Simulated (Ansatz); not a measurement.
# From r2SCAN to G0W0: LaInO3 (Pnma)

How far does one-shot GW move the r2SCAN gap of LaInO3 (Pnma)?

Method: r2SCAN, then G0W0 on it, plane waves, PAW, in Ansatz 0.2.0.

**What was measured.**

- Gap 4.52 eV: optical gap, weak absorption onset, E parallel [100]; optical absorption spectroscopy, alpha squared extrapolation; 5 K; bulk crystal (single crystal wafer grown by vertical gradient freeze, 80 um thick) (“Fingerprints of optical absorption in the perovskite LaInO3: Insight from many-body theory and experiment”, 2021, arxiv:2101.04376).

- Gap 4.46 eV: optical gap, weak absorption onset, E parallel [001]; optical absorption spectroscopy, alpha squared extrapolation; 5 K; bulk crystal (single crystal wafer grown by vertical gradient freeze, 80 um thick) (“Fingerprints of optical absorption in the perovskite LaInO3: Insight from many-body theory and experiment”, 2021, arxiv:2101.04376).

- Gap 4.13 eV: main direct optical gap; bulk crystal (single crystal grown by optical floating zone) (“Transparent perovskite barium stannate with high electron mobility and thermal stability”, 2017, arxiv:1707.09778).

- Gap 4.39 eV: optical gap, weak absorption onset, E parallel [010]; optical absorption spectroscopy, alpha squared extrapolation; 300 K; bulk crystal (single crystal wafer grown by vertical gradient freeze, 80 um thick) (“Fingerprints of optical absorption in the perovskite LaInO3: Insight from many-body theory and experiment”, 2021, arxiv:2101.04376).

- Gap 4.35 eV: optical gap, weak absorption onset, E parallel [001]; optical absorption spectroscopy, alpha squared extrapolation; 300 K; bulk crystal (single crystal wafer grown by vertical gradient freeze, 80 um thick) (“Fingerprints of optical absorption in the perovskite LaInO3: Insight from many-body theory and experiment”, 2021, arxiv:2101.04376).

## (1) The starting structure

Symmetry: Pnma, No. 62, orthorhombic system. Conventional cell: a = 5.940 Å, b = 8.216 Å, c = 5.723 Å, α = 90.00°, β = 90.00°, γ = 90.00°. Nearest to La lie 8 O at 2.38 to 2.94 Å. Nearest to In lie 6 O at 2.16 to 2.17 Å. Nearest to O lie 2 In at 2.17 Å and 2 La at 2.38 to 2.50 Å. O has 2 In at 2.16 to 2.17 Å and 3 La at 2.40 to 2.94 Å nearest. Farther neighbours and most contacts between anions are not listed.

Geometry: measured cell, ions relaxed with r2SCAN. The runs that relaxed it are not among those shown. Spin-orbit coupling is left out unless a step names it. The default PAW set here is soft_2. Its files were made with PBE.

## (2) The r2SCAN band structure

Levels along a band path and on the mesh show where this functional puts the band edges.

This step: DFT, r2SCAN, plane waves, PAW.

Input file input.yaml:

```yaml
crystal:
  lattice:
    - [5.9404, 0.0, 0.0]
    - [0.0, 8.2158, 0.0]
    - [0.0, 0.0, 5.7229]
  atoms:
    - { symbol: La, position: [0.9463878551, 0.25, 0.0153056088] }
    - { symbol: La, position: [0.5536121449, 0.75, 0.5153056088] }
    - { symbol: La, position: [0.4463878551, 0.25, 0.4846943912] }
    - { symbol: La, position: [0.0536121449, 0.75, 0.9846943912] }
    - { symbol: In, position: [0.0, 0.0, 0.5] }
    - { symbol: In, position: [0.5, 0.0, 0.0] }
    - { symbol: In, position: [0.5, 0.5, 0.0] }
    - { symbol: In, position: [0.0, 0.5, 0.5] }
    - { symbol: O, position: [0.044381747, 0.25, 0.6126999622] }
    - { symbol: O, position: [0.455618253, 0.75, 0.1126999622] }
    - { symbol: O, position: [0.544381747, 0.25, 0.8873000378] }
    - { symbol: O, position: [0.955618253, 0.75, 0.3873000378] }
    - { symbol: O, position: [0.1980525852, 0.0593550044, 0.195575952] }
    - { symbol: O, position: [0.3019474148, 0.9406449956, 0.695575952] }
    - { symbol: O, position: [0.6980525852, 0.4406449956, 0.304424048] }
    - { symbol: O, position: [0.8019474148, 0.5593550044, 0.804424048] }
    - { symbol: O, position: [0.8019474148, 0.9406449956, 0.804424048] }
    - { symbol: O, position: [0.6980525852, 0.0593550044, 0.304424048] }
    - { symbol: O, position: [0.3019474148, 0.5593550044, 0.695575952] }
    - { symbol: O, position: [0.1980525852, 0.4406449956, 0.195575952] }
kpoints:
  mp_grid: { grid: [4, 4, 4] }
  band_path:
    path:
      - [[0.0, 0.0, 0.0], [0.5, 0.0, 0.0], [0.5, 0.5, 0.0], [0.0, 0.5, 0.0], [0.0, 0.0, 0.0], [0.0, 0.0, 0.5], [0.5, 0.0, 0.5], [0.5, 0.5, 0.5], [0.0, 0.5, 0.5], [0.0, 0.0, 0.5]]
      - [[0.5, 0.0, 0.0], [0.5, 0.0, 0.5]]
      - [[0.0, 0.5, 0.0], [0.0, 0.5, 0.5]]
      - [[0.5, 0.5, 0.0], [0.5, 0.5, 0.5]]
    npoints: 10
hamiltonian:
  xc: r2scan
scf:
  occupations: { method: fermi_dirac, width: 0.02 }
  n_extra_bands: 10
output:
  eigenvalues: true
  write_density: true
  write_potential: true
  elf: true
  volumetric_format: npy
```

Launch:

```sh
$ ansatz run input.yaml --threads 8 --pin off --max-ram 55296MiB --backend cuda --events-out ev --progress --plain --runs-dir out --devices 1 --max-vram 24GiB
```

Numbers of over 12 decimals in the logs are rounded to 6 here.

What it wrote:

```text
scf.n_extra_bands = 10 over 84 filled bands (N_el = 168.0): the run solves 94 bands
GPUs: using 1 of 1 available (devices: 1).
Engine: ansatz 0.2.0, x86_64-unknown-linux-gnu
Pseudopotentials: kind: paw
Pseudopotential: La, paw, valence charge 11, recommended cutoff 500 eV (meta_gga), La.paw.azcp
Pseudopotential: In, paw, valence charge 13, recommended cutoff 500 eV (meta_gga), In.paw.azcp
Pseudopotential: O, paw, valence charge 6, recommended cutoff 500 eV (meta_gga), O.paw.azcp
Functional definition: r2SCAN
  parameter k0 = 0.174
  parameter k1 = 0.065
  parameter a1 = 4.9479
  exchange = r2scan_x(k0 = k0, k1 = k1, a1 = a1)
  correlation = r2scan_c
device memory: the entry about to start is reckoned to put 9.1 GiB on a device that reports 78.6 GiB free (of which the cap on the GPU budget leaves the run 24.0 GiB)
GPU FFT provider: cuFFT
GPU libraries: cuBLAS 13.8.2, cuFFT 12.4.0, cuSOLVER 12.3.4
Crystal: 20 atoms, lattice volume = 279.307 Å³
Basis set: ecut = 500 eV, 7101 PW (Γ), exchange–correlation on 180×240×180 points (64 copies of the dense FFT grid, shifted against one another)
Bands: 94, of which v1, the nominal top of the filled ones, is band 84 counted from 1 (83 counted from 0)
Symmetry: 8 space group operations
Space group: Pnma (ITA 62), of the structure as read, at distance tolerance 6.5e-5 Å
k-points: 27 of 64
Non-local potential: La, projectors of the file, l = 0: 3, l = 1: 2, l = 2: 2, l = 3: 3
Non-local potential: In, projectors of the file, l = 0: 2, l = 1: 2, l = 2: 2, l = 3: 2
Non-local potential: O, projectors of the file, l = 0: 2, l = 1: 2, l = 2: 1
PAW form: soft (Blöchl's): semilocal exchange-correlation on the pseudo side does not see the compensation charge
PAW frozen core: La, regenerated for the run's functional (the file was generated under x = pbe(κ = 0.804, μ = 0.219515), c = pbe(β = 0.066725))
PAW frozen core: In, regenerated for the run's functional (the file was generated under x = pbe(κ = 0.804, μ = 0.219515), c = pbe(β = 0.066725))
PAW frozen core: O, regenerated for the run's functional (the file was generated under x = pbe(κ = 0.804, μ = 0.219515), c = pbe(β = 0.066725))
PAW one-centre angular grid: La, 974 points (default); XC on 160 Gauss nodes
PAW one-centre angular grid: In, 590 points (default); XC on 289 of its mesh's 2783 points in the sphere
PAW one-centre angular grid: O, 302 points (default); XC on 160 Gauss nodes
Initial density: superposition of atomic densities (neutral atoms: chi_scale 0, normalization atom), corrected by the library's trained network
Initial wavefunctions: pseudopotential atomic-orbital guess
GPU buffer pool allocated for 121500 grid points (all kernels)
GPU transforms: local potential and band sums: pruned to the plane-wave sphere, on 45×60×45
Functional: x = r2scan, c = r2scan; τ floored in thin density (d = 2e-4 eV/Å³)
SCF iter   1: F=—  HF=-54353.341350 eV  |F-HF|=—  |Δ(HF+E_count)|=         —  Δρ=1.28e-2  dr2=5.27e-1  dr2_τ=7.53e-1  ethr=1.77e-3  ⟨swp⟩=8.6  Hψ=11218  notcnv=0
preconditioner: auto → Resta (q_TF=auto, 2.507 Å⁻¹)  ε∞=4.8  [insulator: Δε(μ)=3.625 eV  Ē_g=14.474 eV  σ=0.020 eV  W_gap=1.00  n_scr=74 (ndim 8)  ℏωp=28.1 eV  f_vac=0.000  D(μ)=0.00/eV (n_scr^D=0)  ε∞_Penn≈4.8]
SCF iter   2: F=—  HF=-54353.744539 eV  |F-HF|=—  |Δ(HF+E_count)|=   4.03e-1  Δρ=6.10e-3  dr2=7.35e-2  dr2_τ=1.02e-2  ethr=3.14e-4  ⟨swp⟩=7.0  Hψ=6438  notcnv=0  defer=1
SCF iter   3: F=—  HF=-54353.731904 eV  |F-HF|=—  |Δ(HF+E_count)|=   1.26e-2  Δρ=1.84e-3  dr2=5.63e-3  dr2_τ=6.64e-4  ethr=4.37e-5  ⟨swp⟩=7.4  Hψ=6685  notcnv=0  defer=3
SCF iter   4: F=—  HF=-54353.731805 eV  |F-HF|=—  |Δ(HF+E_count)|=   9.91e-5  Δρ=4.72e-4  dr2=3.41e-4  dr2_τ=6.15e-5  ethr=3.35e-6  ⟨swp⟩=4.2  Hψ=5959  notcnv=0
SCF iter   5: F=—  HF=-54353.731919 eV  |F-HF|=—  |Δ(HF+E_count)|=   1.14e-4  Δρ=2.54e-4  dr2=1.45e-4  dr2_τ=2.40e-5  ethr=2.03e-7  ⟨swp⟩=2.4  Hψ=4987  notcnv=0  defer=1
SCF iter   6: F=—  HF=-54353.731896 eV  |F-HF|=—  |Δ(HF+E_count)|=   2.36e-5  Δρ=4.72e-5  dr2=4.37e-6  dr2_τ=6.00e-7  ethr=8.62e-8  ⟨swp⟩=2.0  Hψ=4683  notcnv=0
SCF iter   7: F=—  HF=-54353.732172 eV  |F-HF|=—  |Δ(HF+E_count)|=   2.76e-4  Δρ=1.55e-5  dr2=6.17e-7  dr2_τ=5.16e-8  ethr=2.60e-9  ⟨swp⟩=2.7  Hψ=4851  notcnv=0
SCF iter   8: F=-54353.732172 eV  HF=-54353.732172 eV  |F-HF|=5.73e-9  |Δ(HF+E_count)|=   4.44e-8  Δρ=2.12e-6  dr2=1.07e-8  dr2_τ=8.00e-10  ethr=5.95e-11  ⟨swp⟩=9.6  Hψ=11329  notcnv=0
SCF 1 converged in 8 iterations: F = -54353.732172 eV  dr2 = 1.07e-8
  greatest PAW one-centre occupation: 0.991 electrons in one spin orbital (limit 2), on the In atom at site 6 (counted from 0), in its partial waves of l = 2
device memory: the entry about to start is reckoned to put 8.7 GiB on a device that reports 78.5 GiB free (of which the cap on the GPU budget leaves the run 24.0 GiB)
NSCF: frozen V_eff on 124 k-points
SCF converged after 8 iterations
Free energy (F): -54353.732172 eV
Harris-Foulkes:  -54353.732172 eV  (|F-HF|=5.73e-9)
Internal energy: -54353.732172 eV  (E = F + TS)
E sigma→0 (E₀):  -54353.732172 eV
Fermi energy:    11.571295 eV
--- Per-component energies (eV) ---
  E_band       = 17.135125
  E_kinetic    = 3874.578809
  E_local      = -8966.186408  (includes V_loc(G=0)·N_el)
  E_nonlocal   = 2439.026623
  E_hartree    = 3428.829578
  E_xc         = -2215.799450
  E_vxc        = -2339.097684  (∫ρ·V_xc dr)
  E_paw        = -40438.657921  (= ΣΔE_a)
  E_vpaw       = -1991.103161  (= ΣTr[D̂ρ^β])
  E_aug_tail   = 0.012090  (compensation charges beyond the density's cutoff)
  E_vtau       = 142.244554  (kinetic-family band-sum trace: ∫τ·v_τ [+ j·A + Jᵃ·Aᵃ] dr)
  E_ewald      = -12479.288434
  E_core_change = 3.752942  (= ΣΔE_core)
  E_smearing   = -0.000000  (= −TS)
  E_closure    = -0.000000  (closes the sum)
  Σ components = -54353.732172   (vs F -54353.732172, Δ=0.00e0)
--- Band table (eV; the first three rows and the last of 27) ---
  k-point 0: bands = [... 80 lower, 9.3826, 9.4944, 9.6436, 9.7889, 13.3446, 15.1289, 15.1812, 15.2351, ... 6 higher]
  k-point 1: bands = [... 80 lower, 9.3487, 9.4314, 9.5329, 9.5714, 13.8628, 15.1501, 15.1597, 15.1787, ... 6 higher]
  k-point 2: bands = [... 80 lower, 9.3857, 9.3857, 9.4545, 9.4545, 14.8942, 14.8942, 15.1955, 15.1955, ... 6 higher]
  k-point 26: bands = [... 80 lower, 9.5233, 9.5233, 9.5233, 9.5233, 15.2331, 15.2331, 15.2331, 15.2331, ... 6 higher]
```

The job ended after 4.6 s (1 × NVIDIA H100 80GB HBM3 with 8 threads of AMD EPYC 7R13 (Zen 3), shared host; peak memory 1.7 GiB; 12 s of CPU time).

In the SCF lines HF is the Harris–Foulkes energy and dr2 the Hartree energy of the density residual, in eV; the loop may stop once dr2 is under the threshold and the program's other checks hold. Hψ counts applications of the Hamiltonian.

This step gave:

```yaml
filled_bands: 84
gap: 3.556 eV
valence_top_at: Γ
conduction_bottom_at: Γ
least_direct_gap: 3.556 eV
```

Over mesh and path the gap is 3.556 eV, direct, at k = Γ.

The electronic bands at the labelled points (eV, zero at the top of the highest nominally filled band):

| point | band 81 | band 82 | band 83 | band 84 | band 85 | band 86 | band 87 | band 88 |
| --- | --- | --- | --- | --- | --- | --- | --- | --- |
| Γ | -0.41 | -0.29 | -0.15 | 0.00 | 3.56 | 5.34 | 5.39 | 5.45 |
| halfway | -0.43 | -0.34 | -0.32 | -0.26 | 4.10 | 5.35 | 5.39 | 5.45 |
| X | -0.39 | -0.39 | -0.27 | -0.27 | 5.06 | 5.06 | 5.38 | 5.38 |
| halfway | -0.44 | -0.44 | -0.33 | -0.33 | 5.16 | 5.16 | 5.38 | 5.38 |
| S | -0.41 | -0.41 | -0.41 | -0.41 | 5.35 | 5.35 | 5.35 | 5.35 |
| halfway | -0.50 | -0.50 | -0.26 | -0.26 | 4.82 | 4.82 | 5.41 | 5.41 |
| Y | -0.40 | -0.40 | -0.08 | -0.08 | 4.45 | 4.45 | 5.41 | 5.41 |
| halfway | -0.38 | -0.31 | -0.13 | -0.03 | 3.81 | 5.22 | 5.36 | 5.43 |
| Γ | -0.41 | -0.29 | -0.15 | 0.00 | 3.56 | 5.34 | 5.39 | 5.45 |
| halfway | -0.44 | -0.36 | -0.26 | -0.22 | 4.07 | 5.36 | 5.37 | 5.39 |
| Z | -0.40 | -0.40 | -0.33 | -0.33 | 5.11 | 5.11 | 5.41 | 5.41 |
| halfway | -0.24 | -0.24 | -0.23 | -0.23 | 5.30 | 5.30 | 5.44 | 5.44 |
| U | -0.15 | -0.15 | -0.11 | -0.11 | 5.45 | 5.45 | 5.46 | 5.46 |
| halfway | -0.24 | -0.24 | -0.20 | -0.20 | 5.44 | 5.44 | 5.46 | 5.46 |
| R | -0.27 | -0.27 | -0.27 | -0.27 | 5.44 | 5.44 | 5.44 | 5.44 |
| halfway | -0.31 | -0.31 | -0.27 | -0.27 | 5.40 | 5.40 | 5.44 | 5.44 |
| T | -0.41 | -0.41 | -0.20 | -0.20 | 5.32 | 5.32 | 5.40 | 5.40 |
| halfway | -0.43 | -0.43 | -0.22 | -0.22 | 5.20 | 5.20 | 5.41 | 5.41 |
| Z | -0.40 | -0.40 | -0.33 | -0.33 | 5.11 | 5.11 | 5.41 | 5.41 |
| jump to X | -0.39 | -0.39 | -0.27 | -0.27 | 5.06 | 5.06 | 5.38 | 5.38 |
| halfway | -0.23 | -0.23 | -0.21 | -0.21 | 5.28 | 5.28 | 5.43 | 5.43 |
| U | -0.15 | -0.15 | -0.11 | -0.11 | 5.45 | 5.45 | 5.46 | 5.46 |
| jump to Y | -0.40 | -0.40 | -0.08 | -0.08 | 4.45 | 4.45 | 5.41 | 5.41 |
| halfway | -0.37 | -0.37 | -0.23 | -0.23 | 4.78 | 4.78 | 5.41 | 5.41 |
| T | -0.41 | -0.41 | -0.20 | -0.20 | 5.32 | 5.32 | 5.40 | 5.40 |
| jump to S | -0.41 | -0.41 | -0.41 | -0.41 | 5.35 | 5.35 | 5.35 | 5.35 |

Valence density in the ac plane at fractional y = 0.250, with atoms of La and O within 0.2 Å of it. It is the smooth field of the valence electrons, not physical close to the nuclei.

Ten steps, logarithmic in the rise over the least value, from '_' (0.0 e/Å³) to '@' (6.4 e/Å³), each cell a mean:
```
##**--..__..--**@@@@**====**##**
**==::____..==##@@@@##==--++****
==--::____..--**%%%%**--::::====
++++==::__..::==++++==::__..::==
%%%%**--::::======--::____..--**
@@@@##==--++******==::____..==##
@@%%**====**##**##**--..__..--**
**++==--==******##**==..____::==
::::::::==**##**##**--..______..
______..::++******==::..________
..______..::====--::....____....
--::....____......______..::====
**==::..______________..::++****
##**--..______..::::::::==**##**
##**==..____::==++++==--++******
```
Columns run along a (5.9 Å), rows up along c (5.7 Å). Atoms in or near the plane, at fractional coordinates: La at (0.95, 0.02), La at (0.45, 0.48), O at (0.04, 0.61), O at (0.54, 0.89).

ELF in the ac plane at fractional y = 0.250, with atoms of La and O within 0.2 Å of it. It is the smooth field of the valence electrons, not physical close to the nuclei.

Ten even steps from '0' (0.01) to '9' (0.87), each cell a mean:
```
7960027988944973
8620038956952798
3211026988961244
7774002477740025
8896124432100269
5695279886200389
8884496379600279
8862693059610047
4420597479400013
0000279996100000
0000026751000001
5100000100000267
9610000000002799
7940001344205974
5961004788626830
```
Columns run along a (5.9 Å), rows up along c (5.7 Å). Atoms in or near the plane, at fractional coordinates: La at (0.95, 0.02), La at (0.45, 0.48), O at (0.04, 0.61), O at (0.54, 0.89).

[end of part 1 of 3]

[Paths, hosts, dates, memory and timing lines, banners, echoed tables and standing remarks are left out of the program output.]

[Logs are printed without paths, hosts, clocks, repeated set-up lines and the standing remarks that a program may print on its own settings, such as how far it seeks lower states.]

[Runs of the session that timed out or met a known fault of the program may be left out.]

[Cells called generated may have been cut or substituted from an entry of the Crystallography Open Database or the Materials Project.]

[Hosts, paths, dates, database ids (printed as entryN), source tags and the programs' standing remarks are cut or masked in the printed files.]

[Where an RPA ε∞ is given, it is that of the G0W0 mesh and is not shown converged in it. Names of k-points follow the symmetry that the program found, which can be lower than the space group named. Band edges on a path are those of the sampled points; other points can move an edge, and change direct to indirect where valleys lie close.]

[Hybrid gaps are those of their k-mesh and are not shown converged in it.]
